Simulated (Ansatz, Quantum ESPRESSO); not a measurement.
# Work-function anisotropy of Cu, part 2 of 6

Aim: the work function of the low-index faces of Cu, their order, and how far the functional matters.

Quantum ESPRESSO 7.5; plane-wave DFT, PBE, GBRV ultrasoft pseudopotentials; geometry and cross-check by Ansatz 0.2.0 with PAW datasets.

So far. Step 2 (Relaxation with Ansatz of (111)):  Held were the atoms numbered 3; the forces quoted are those on the free ones.

## Step 3: SCF with pw.x of (111), PBE

Both faces of the slab are alike, so a plain periodic cell serves and symmetry is kept.

Level of this step: plane-wave DFT, PBE, GBRV ultrasoft pseudopotentials (Quantum ESPRESSO 7.5).

File 111.pbe.in:

```
&control
  prefix = '111.pbe'
  outdir = './out'
  pseudo_dir = './pseudo'
  calculation = 'scf'
  tprnfor = .true.
/
&system
  ibrav = 0
  nat = 5
  ntyp = 1
  ecutwfc = 40
  ecutrho = 200
  occupations = 'smearing'
  smearing = 'mv'
  degauss = 0.02
/
&electrons
  conv_thr = 1e-07
  mixing_beta = 0.4
  electron_maxstep = 120
  mixing_mode = 'local-TF'
/
ATOMIC_SPECIES
  Cu  63.5460  cu_pbe_v1.2.uspp.F.UPF
CELL_PARAMETERS angstrom
  2.55265548011376 0.00000000002887 0.00000000000000
  1.27632774003188 2.21066449290251 0.00000000000000
  0.00000000000000 0.00000000000000 24.33693788710000
ATOMIC_POSITIONS crystal
  Cu  0.666666666667 0.666666666667 0.328718429500
  Cu  0.000000000000 0.000000000000 0.414359214700
  Cu  0.333333333333 0.333333333333 0.500000000000
  Cu  0.666666666667 0.666666666667 0.585640785300
  Cu  0.000000000000 0.000000000000 0.671281570500
K_POINTS automatic
  12 12 1 0 0 0
```

Started as:

```sh
OMP_NUM_THREADS=1 mpirun -n 4 pw.x -nk 4 -in 111.pbe.in > 111.pbe.out
```

Log:

```text
Program PWSCF v.7.5 starts
[citation notice left out]

     Parallel version (MPI & OpenMP), running on       4 processor cores
     Number of MPI processes:                 4
     Threads/MPI process:                     1

     MPI processes distributed on     1 nodes
[...]
Current dimensions of program PWSCF are:
     Max number of different atomic species (ntypx) = 10
     Max number of k-points (npk) =  40000
     Max angular momentum in pseudopotentials (lmaxx) =  4
     Message from routine setup:
     using ibrav=0 with symmetry is DISCOURAGED, use correct ibrav instead

     K-points division:     npool     =       4
     Subspace diagonalization in iterative solution of the eigenvalue problem:
     a serial algorithm will be used

     G-vector sticks info
     --------------------
     sticks:   dense  smooth     PW     G-vecs:    dense   smooth      PW
     Sum         313     253     85                44175    31685    6179

     Using Slab Decomposition

     bravais-lattice index     =            0
     lattice parameter (alat)  =       4.8238  a.u.
     unit-cell volume          =     926.7820 (a.u.)^3
     number of atoms/cell      =            5
     number of atomic types    =            1
     number of electrons       =        95.00
     number of Kohn-Sham states=           58
     kinetic-energy cutoff     =      40.0000  Ry
     charge density cutoff     =     200.0000  Ry
     scf convergence threshold =      1.0E-07
     mixing beta               =       0.4000
     number of iterations used =            8  local-TF  mixing
     Exchange-correlation= SLA  PW   PBE  PBE
                           (   1   4   3   4   0   0   0)

     celldm(1)=   4.823820  celldm(2)=   0.000000  celldm(3)=   0.000000
     celldm(4)=   0.000000  celldm(5)=   0.000000  celldm(6)=   0.000000

     crystal axes: (cart. coord. in units of alat)
               a(1) = (   1.000000   0.000000   0.000000 )
               a(2) = (   0.500000   0.866025   0.000000 )
               a(3) = (   0.000000   0.000000   9.533969 )

     reciprocal axes: (cart. coord. in units 2 pi/alat)
               b(1) = (  1.000000 -0.577350  0.000000 )
               b(2) = ( -0.000000  1.154701  0.000000 )
               b(3) = (  0.000000  0.000000  0.104888 )

     PseudoPot. # 1 for Cu read from file:
     ./pseudo/cu_pbe_v1.2.uspp.F.UPF
     Pseudo is Ultrasoft + core correction, Zval = 19.0
     Generated by new atomic code, or converted to UPF format
     Using radial grid of  867 points,  6 beta functions with:
                l(1) =   0
                l(2) =   0
                l(3) =   1
                l(4) =   1
                l(5) =   2
                l(6) =   2
     Q(r) pseudized with  8 coefficients,  rinner =    1.150   1.150   1.150
                                                       1.150   1.150

     atomic species   valence    mass     pseudopotential
     Cu               19.00    63.54600     Cu( 1.00)

     12 Sym. Ops., with inversion, found ( 6 have fractional translation)

   Cartesian axes

     site n.     atom                  positions (alat units)
         1        Cu     tau(   1) = (   1.0000000   0.5773503   3.1339913  )
         2        Cu     tau(   2) = (   0.0000000   0.0000000   3.9504879  )
         3        Cu     tau(   3) = (   0.5000000   0.2886751   4.7669844  )
         4        Cu     tau(   4) = (   1.0000000   0.5773503   5.5834810  )
         5        Cu     tau(   5) = (   0.0000000   0.0000000   6.3999776  )

     number of k points=    19  Marzari-Vanderbilt smearing, width (Ry)=  0.0200
                       cart. coord. in units 2pi/alat
        k(    1) = (   0.0000000   0.0000000   0.0000000), wk =   0.0138889
        k(    2) = (  -0.0000000   0.0962250   0.0000000), wk =   0.0833333
        k(    3) = (  -0.0000000   0.1924501   0.0000000), wk =   0.0833333
        k(    4) = (  -0.0000000   0.2886751   0.0000000), wk =   0.0833333
        k(    5) = (  -0.0000000   0.3849002   0.0000000), wk =   0.0833333
        k(    6) = (  -0.0000000   0.4811252   0.0000000), wk =   0.0833333
        k(    7) = (   0.0000000  -0.5773503   0.0000000), wk =   0.0416667
        k(    8) = (   0.0833333   0.1443376   0.0000000), wk =   0.0833333
        k(    9) = (   0.0833333   0.2405626   0.0000000), wk =   0.1666667
        k(   10) = (   0.0833333   0.3367877   0.0000000), wk =   0.1666667
[...]
k(   19) = (   0.3333333  -0.5773503   0.0000000), wk =   0.0277778

     Dense  grid:    44175 G-vectors     FFT dimensions: (  24,  24, 216)

     Smooth grid:    31685 G-vectors     FFT dimensions: (  24,  24, 192)

     Estimated max dynamical RAM per process >      88.30 MB

     Estimated total dynamical RAM >     320.84 MB

     Initial potential from superposition of free atoms

     starting charge      90.0000, renormalised to      95.0000

     negative rho (up, down):  1.698E-04 0.000E+00
     Starting wfcs are   65 randomized atomic wfcs

     total cpu time spent up to now is        1.3 secs

     per-process dynamical memory:    57.2 Mb

     Self-consistent Calculation

     iteration #  1     ecut=    40.00 Ry     beta= 0.40
     Davidson diagonalization with overlap
     ethr =  1.00E-02,  avg # of iterations =  6.8

     negative rho (up, down):  3.551E-02 0.000E+00

     total cpu time spent up to now is        5.7 secs

     total energy              =   -2012.83053654 Ry
     estimated scf accuracy    <      58.62224833 Ry

     iteration #  2     ecut=    40.00 Ry     beta= 0.40
[...]
negative rho (up, down):  1.302E-02 0.000E+00

[...]
total energy              =   -2018.81752956 Ry
     estimated scf accuracy    <       0.23930043 Ry

     iteration #  3     ecut=    40.00 Ry     beta= 0.40
[...]
negative rho (up, down):  9.956E-04 0.000E+00

[...]
total energy              =   -2018.83803870 Ry
     estimated scf accuracy    <       0.13471935 Ry

     iteration #  4     ecut=    40.00 Ry     beta= 0.40
[...]
negative rho (up, down):  1.091E-04 0.000E+00

[...]
total energy              =   -2018.84616483 Ry
     estimated scf accuracy    <       0.04291679 Ry

     iteration #  5     ecut=    40.00 Ry     beta= 0.40
[...]
negative rho (up, down):  3.416E-04 0.000E+00

[...]
total energy              =   -2018.84378551 Ry
     estimated scf accuracy    <       0.03341467 Ry

[...]
total energy              =   -2018.83700019 Ry
     estimated scf accuracy    <       0.02036281 Ry

     iteration # 11     ecut=    40.00 Ry     beta= 0.40
[...]
negative rho (up, down):  1.850E-03 0.000E+00

[...]
total energy              =   -2018.84026015 Ry
     estimated scf accuracy    <       0.00519923 Ry

     iteration # 12     ecut=    40.00 Ry     beta= 0.40
[...]
negative rho (up, down):  1.375E-03 0.000E+00

[...]
total energy              =   -2018.84081216 Ry
     estimated scf accuracy    <       0.00039906 Ry

     iteration # 13     ecut=    40.00 Ry     beta= 0.40
[...]
negative rho (up, down):  2.322E-04 0.000E+00

[...]
total energy              =   -2018.84083529 Ry
     estimated scf accuracy    <       0.00023599 Ry

     iteration # 14     ecut=    40.00 Ry     beta= 0.40
[...]
negative rho (up, down):  2.222E-04 0.000E+00

[...]
total energy              =   -2018.84083696 Ry
     estimated scf accuracy    <       0.00012388 Ry

     iteration # 15     ecut=    40.00 Ry     beta= 0.40
[...]
negative rho (up, down):  8.784E-05 0.000E+00

[...]
total energy              =   -2018.84084953 Ry
     estimated scf accuracy    <       0.00000468 Ry

     iteration # 16     ecut=    40.00 Ry     beta= 0.40
[...]
negative rho (up, down):  1.013E-04 0.000E+00

[...]
total energy              =   -2018.84085155 Ry
     estimated scf accuracy    <       0.00000148 Ry

     iteration # 17     ecut=    40.00 Ry     beta= 0.40
[...]
negative rho (up, down):  9.680E-05 0.000E+00

[...]
total energy              =   -2018.84085223 Ry
     estimated scf accuracy    <       0.00000047 Ry

     iteration # 18     ecut=    40.00 Ry     beta= 0.40
[...]
negative rho (up, down):  8.608E-05 0.000E+00

[...]
total energy              =   -2018.84085229 Ry
     estimated scf accuracy    <       0.00000128 Ry

     iteration # 19     ecut=    40.00 Ry     beta= 0.40
[...]
negative rho (up, down):  8.360E-05 0.000E+00

[...]
total energy              =   -2018.84085232 Ry
     estimated scf accuracy    <       0.00000018 Ry

     iteration # 20     ecut=    40.00 Ry     beta= 0.40
[...]
negative rho (up, down):  8.157E-05 0.000E+00

[...]
End of self-consistent calculation

          k = 0.0000 0.0000 0.0000 (  3921 PWs)   bands (ev):

  -108.3144-108.3137-108.2734-108.0305-108.0305 -65.7347 -65.7015 -65.6639
   -65.6639 -65.6634 -65.6634 -65.6564 -65.6038 -65.6038 -65.3989 -65.3989
   -65.3989 -65.3989 -65.3831 -65.3830  -4.8904  -4.0189  -2.6742  -1.4141
    -0.9017   1.1195   1.1391   1.2427   1.2427   1.3079   1.3320   1.3320
     1.3355   1.3355   1.5765   1.5765   1.5998   1.5998   1.6677   2.0874
     2.0874   2.1411   2.1411   2.3558   2.3558   2.5844   2.5844   2.6747
     2.6747   3.2268   3.9034   8.3546   8.7745   9.1806  10.5097  10.7416
    12.9294  13.2203

          k =-0.0000 0.0962 0.0000 (  3935 PWs)   bands (ev):

  -108.3137-108.3131-108.2728-108.0299-108.0299 -65.7330 -65.7011 -65.6703
   -65.6695 -65.6654 -65.6648 -65.6554 -65.6091 -65.6052 -65.4044 -65.4044
   -65.4003 -65.4003 -65.3825 -65.3825  -4.6668  -3.8019  -2.4697  -1.2292
    -0.7506   1.0163   1.0558   1.1834   1.2683   1.2981   1.3159   1.3266
     1.3910   1.4101   1.5019   1.5592   1.5896   1.6358   1.6740   2.0195
     2.0330   2.1600   2.1711   2.2955   2.3558   2.3646   2.5836   2.6594
     2.6781   3.6850   4.4812   8.5350   8.9853   9.3606  10.7009  10.9413
    13.1396  13.4071

          k =-0.0000 0.1925 0.0000 (  3921 PWs)   bands (ev):

  -108.3119-108.3114-108.2712-108.0282-108.0282 -65.7284 -65.7002 -65.6862
   -65.6847 -65.6694 -65.6687 -65.6558 -65.6233 -65.6089 -65.4196 -65.4196
   -65.4041 -65.4041 -65.3809 -65.3809  -4.0129  -3.1741  -1.8958  -0.7346
    -0.3544   0.7547   0.8903   0.9927   1.0357   1.2165   1.3147   1.4122
     1.4673   1.4700   1.5591   1.5883   1.6254   1.7417   1.8415   1.8771
     1.9708   2.0307   2.1039   2.1811   2.3532   2.4132   2.5800   2.6870
     3.1113   4.4921   5.6376   9.0664   9.6179   9.9196  11.2898  11.5415
    13.7677  13.9698

          k =-0.0000 0.2887 0.0000 (  3952 PWs)   bands (ev):

  -108.3093-108.3090-108.2690-108.0258-108.0258 -65.7245 -65.7063 -65.7041
   -65.6990 -65.6749 -65.6740 -65.6580 -65.6415 -65.6140 -65.4403 -65.4403
   -65.4094 -65.4094 -65.3788 -65.3788  -2.9949  -2.2318  -1.1306  -0.2152
     0.0660   0.4423   0.7131   0.8303   0.8953   1.1166   1.3168   1.3614
     1.4942   1.5006   1.6199   1.6519   1.7411   1.8408   1.9403   1.9680
     2.1429   2.1591   2.2387   2.3105   2.3745   2.5757   2.6461   2.6990
     3.7064   5.4716   7.0796   9.9335  10.6679  10.8971  12.2872  12.5304
    14.6048  14.8325

          k =-0.0000 0.3849 0.0000 (  3958 PWs)   bands (ev):

  -108.3068-108.3066-108.2668-108.0235-108.0235 -65.7345 -65.7267 -65.7087
   -65.6989 -65.6804 -65.6793 -65.6634 -65.6558 -65.6190 -65.4608 -65.4608
   -65.4147 -65.4147 -65.3768 -65.3768  -1.8025  -1.2535  -0.6036  -0.0894
     0.1253   0.2341   0.5036   0.7617   1.0560   1.1018   1.3147   1.4020
     1.4250   1.6924   1.7057   1.9249   2.0136   2.0529   2.2568   2.3296
     2.3680   2.4211   2.4503   2.5318   2.5725   2.6313   2.7249   3.0373
     4.5595   6.6320   8.7194  10.8583  11.4722  12.1111  12.2603  12.6727
    13.6255  13.8823

          k =-0.0000 0.4811 0.0000 (  3962 PWs)   bands (ev):

  -108.3050-108.3049-108.2651-108.0217-108.0217 -65.7484 -65.7419 -65.7104
   -65.6944 -65.6845 -65.6832 -65.6722 -65.6609 -65.6227 -65.4758 -65.4758
   -65.4185 -65.4185 -65.3753 -65.3753  -0.9174  -0.6646  -0.4659  -0.1147
    -0.0186   0.1211   0.3119   0.6853   1.0722   1.2218   1.3527   1.4473
     1.4816   1.6623   2.0390   2.0978   2.3137   2.4379   2.5614   2.5750
     2.6059   2.6344   2.7259   2.8473   2.8567   2.9275   3.4438   4.1070
     5.6337   7.2425   8.9132   9.5912  10.3135  11.1735  12.4705  13.1584
    14.0382  14.1057

[...]
the Fermi energy is     4.2222 ev

!    total energy              =   -2018.84085233 Ry
     estimated scf accuracy    <          7.0E-09 Ry
     smearing contrib. (-TS)   =      -0.00011465 Ry
     internal energy E=F+TS    =   -2018.84073768 Ry

     The total energy is F=E-TS. E is the sum of the following terms:
     one-electron contribution =  -15785.27110127 Ry
     hartree contribution      =    7909.10778206 Ry
     xc contribution           =    -193.97356114 Ry
     ewald contribution        =    6051.29614267 Ry

     convergence has been achieved in  20 iterations

     negative rho (up, down):  8.157E-05 0.000E+00

     Forces acting on atoms (cartesian axes, Ry/au):

     atom    1 type  1   force =     0.00000000   -0.00000000   -0.00027626
     atom    2 type  1   force =     0.00000000   -0.00000000   -0.00036355
     atom    3 type  1   force =     0.00000000    0.00000000    0.00000000
     atom    4 type  1   force =    -0.00000000    0.00000000    0.00036355
     atom    5 type  1   force =    -0.00000000    0.00000000    0.00027626

     Total force =     0.000646     Total SCF correction =     0.000286
     SCF correction compared to forces is large: reduce conv_thr to get better values

[...]
=------------------------------------------------------------------------------=
   JOB DONE.
=------------------------------------------------------------------------------=
```

Wall time 59 s (4 MPI ranks of Arm Neoverse V1, shared host); peak memory 0.47 GiB; 3.9 min of CPU time.

This step gave:

| Property | Result |
| --- | --- |
| free energy | -27467.7291 eV |
| Fermi energy | 4.222 eV |

## Step 4: Electrostatic potential of (111)

The vacuum level is read from the electrostatic potential (plot_num = 11), averaged over planes.

File 111.pbe.pot.in:

```
&inputpp
  prefix = '111.pbe'
  outdir = './out'
  filplot = '111.pbe.pot.dat'
  plot_num = 11
/
```

Started as:

```sh
OMP_NUM_THREADS=1 mpirun -n 4 pp.x -in 111.pbe.pot.in > 111.pbe.pot.out
```

Log:

```text
[banner, memory and clock lines left out]
Program POST-PROC v.7.5 starts

          URL

     ./out/111.pbe.save/

     IMPORTANT: XC functional enforced from input :
     Exchange-correlation= PBE
                           (   1   4   3   4   0   0   0)
     Any further DFT definition will be discarded
     Please, verify this is what you really want

     negative rho (up, down):  8.157E-05 0.000E+00

     Calling punch_plot, plot_num =  11
     Writing data to file  111.pbe.pot.dat
     Message from routine chdens:
     namelist plot not found or invalid, exiting
```

The job ended after 0.8 s (4 MPI ranks; peak memory 0.09 GiB).

Read from the output:

* work function of the upper face: 4.775 eV
* slope of the potential above: 2.20e-4 eV/Å
* upper vacuum line continued to the top atoms, over the Fermi level: 4.774 eV
* work function of the lower face: 4.775 eV
* slope of the potential below: -1.54e-4 eV/Å
* lower vacuum line continued to the bottom atoms, over the Fermi level: 4.775 eV

The potential energy, planar mean oscillates, so the rows of the table below give means over windows of 2.14 Å about each position, cut where the curve ends. Its maxima inside the range that stand out by 2 % of the span (Å: eV): 9.0: -0.0166, 11.2: 0.00282, 13.2: 0.00282, 15.3: -0.0166. Its minima: 8.0: -24.2, 10.0: -24.1, 12.2: -24.2, 14.3: -24.1, 16.3: -24.2.

Electrostatic potential energy of an electron; zero at the Fermi level. The potential energy, planar mean by z; means over each step:

z (Å), potential energy, planar mean (eV) and a bar from the least value:
```
     1.07        4.8 ##############################
     3.21        4.8 ##############################
     5.35        4.6 ##############################
     7.49       -8.3 ###
     9.63      -10.0 
    11.77       -9.9 
    13.91       -9.9 
    16.05       -9.7 #
    18.19        3.7 ############################
    20.33        4.8 ##############################
    22.47        4.8 ##############################
```

## Step 5: Self-consistent run of (111), LDA

The same atoms under a second functional.

Level of this step: plane-wave DFT, LDA, GBRV ultrasoft pseudopotentials (Quantum ESPRESSO 7.5).

111.lda.in is the input of step 3 with these lines changed:

```diff
@@ -1,3 +1,3 @@
 &control
-  prefix = '111.pbe'
+  prefix = '111.lda'
   outdir = './out'
@@ -24,3 +24,3 @@
 ATOMIC_SPECIES
-  Cu  63.5460  cu_pbe_v1.2.uspp.F.UPF
+  Cu  63.5460  cu_lda_v1.2.uspp.F.UPF
 CELL_PARAMETERS angstrom
```

Started as:

```sh
OMP_NUM_THREADS=1 mpirun -n 4 pw.x -nk 4 -in 111.lda.in > 111.lda.out
```

Log:

```text
[banner, memory and clock lines left out]
Program PWSCF v.7.5 starts
[...]
Message from routine setup:
[...]
number of electrons       =        95.00
     number of Kohn-Sham states=           58
     kinetic-energy cutoff     =      40.0000  Ry
     charge density cutoff     =     200.0000  Ry
[...]
number of k points=    19  Marzari-Vanderbilt smearing, width (Ry)=  0.0200
[...]
Dense  grid:    44175 G-vectors     FFT dimensions: (  24,  24, 216)
[...]
negative rho (up, down):  1.711E-04 0.000E+00
     Starting wfcs are   65 randomized atomic wfcs
[...]
negative rho (up, down):  2.926E-02 0.000E+00
[...]
estimated scf accuracy    <      52.84293657 Ry
[...]
negative rho (up, down):  1.045E-02 0.000E+00
[...]
estimated scf accuracy    <       0.20824010 Ry
[...]
negative rho (up, down):  5.025E-04 0.000E+00
[...]
estimated scf accuracy    <       0.11646733 Ry
[...]
estimated scf accuracy    <       0.03139829 Ry
[...]
negative rho (up, down):  1.396E-04 0.000E+00
[...]
estimated scf accuracy    <       0.02330344 Ry
[...]
estimated scf accuracy    <       0.02921630 Ry
[...]
estimated scf accuracy    <       0.02058726 Ry
[...]
estimated scf accuracy    <       0.02318001 Ry
[...]
estimated scf accuracy    <       0.01922537 Ry
[...]
negative rho (up, down):  3.098E-03 0.000E+00
[...]
estimated scf accuracy    <       0.01598514 Ry
[...]
negative rho (up, down):  2.976E-03 0.000E+00
[...]
estimated scf accuracy    <       0.02741538 Ry
[...]
negative rho (up, down):  2.980E-03 0.000E+00
[...]
estimated scf accuracy    <       0.02579232 Ry
[...]
negative rho (up, down):  2.343E-03 0.000E+00
[...]
estimated scf accuracy    <       0.02901006 Ry
[...]
negative rho (up, down):  1.982E-03 0.000E+00
[...]
estimated scf accuracy    <       0.02025551 Ry
[...]
negative rho (up, down):  1.845E-03 0.000E+00
[...]
estimated scf accuracy    <       0.00604313 Ry
[...]
negative rho (up, down):  4.298E-04 0.000E+00
[...]
estimated scf accuracy    <       0.00052441 Ry
[...]
negative rho (up, down):  4.047E-04 0.000E+00
[...]
estimated scf accuracy    <       0.00013988 Ry
[...]
negative rho (up, down):  2.904E-04 0.000E+00
[...]
estimated scf accuracy    <       0.00010920 Ry
[...]
negative rho (up, down):  1.677E-04 0.000E+00
[...]
estimated scf accuracy    <       0.00003718 Ry
[...]
negative rho (up, down):  2.745E-05 0.000E+00
[...]
estimated scf accuracy    <       0.00000829 Ry
[...]
negative rho (up, down):  7.488E-05 0.000E+00
[...]
estimated scf accuracy    <       0.00000197 Ry
[...]
negative rho (up, down):  1.079E-04 0.000E+00
[...]
estimated scf accuracy    <       0.00000121 Ry
[...]
negative rho (up, down):  5.445E-05 0.000E+00
[...]
estimated scf accuracy    <       0.00000031 Ry
[...]
negative rho (up, down):  4.459E-05 0.000E+00
[...]
estimated scf accuracy    <       0.00000053 Ry
[...]
negative rho (up, down):  8.403E-05 0.000E+00
[...]
the Fermi energy is     3.8180 ev
!    total energy              =   -2017.63203413 Ry
     estimated scf accuracy    <       0.00000009 Ry
     smearing contrib. (-TS)   =      -0.00013255 Ry
     internal energy E=F+TS    =   -2017.63190158 Ry
[...]
one-electron contribution =  -15785.44240334 Ry
     hartree contribution      =    7907.54586292 Ry
     xc contribution           =    -191.03150384 Ry
     ewald contribution        =    6051.29614267 Ry
     convergence has been achieved in  25 iterations
     negative rho (up, down):  8.403E-05 0.000E+00
[...]
Total force =     0.026897     Total SCF correction =     0.002502
[...]
```

The job ended after 70 s (4 MPI ranks; peak memory 0.47 GiB).

This step gave:

| Item | Value |
| --- | --- |
| free energy | -27451.2823 eV |
| Fermi energy | 3.818 eV |

(Part 2 of 6 ends here.)

[Logs are printed without paths, hosts, clocks, repeated set-up lines and the standing remarks that a program may print on its own settings, such as how far it seeks lower states.]

[Hosts, paths, dates, database ids (printed as entryN), source tags and the programs' standing remarks are cut or masked in the printed files.]

[Maps of the electrostatic potential energy from Ansatz leave out the sawtooth potential of an applied field or a dipole correction, so their vacuum need not be flat; planar profiles and work functions include it.]
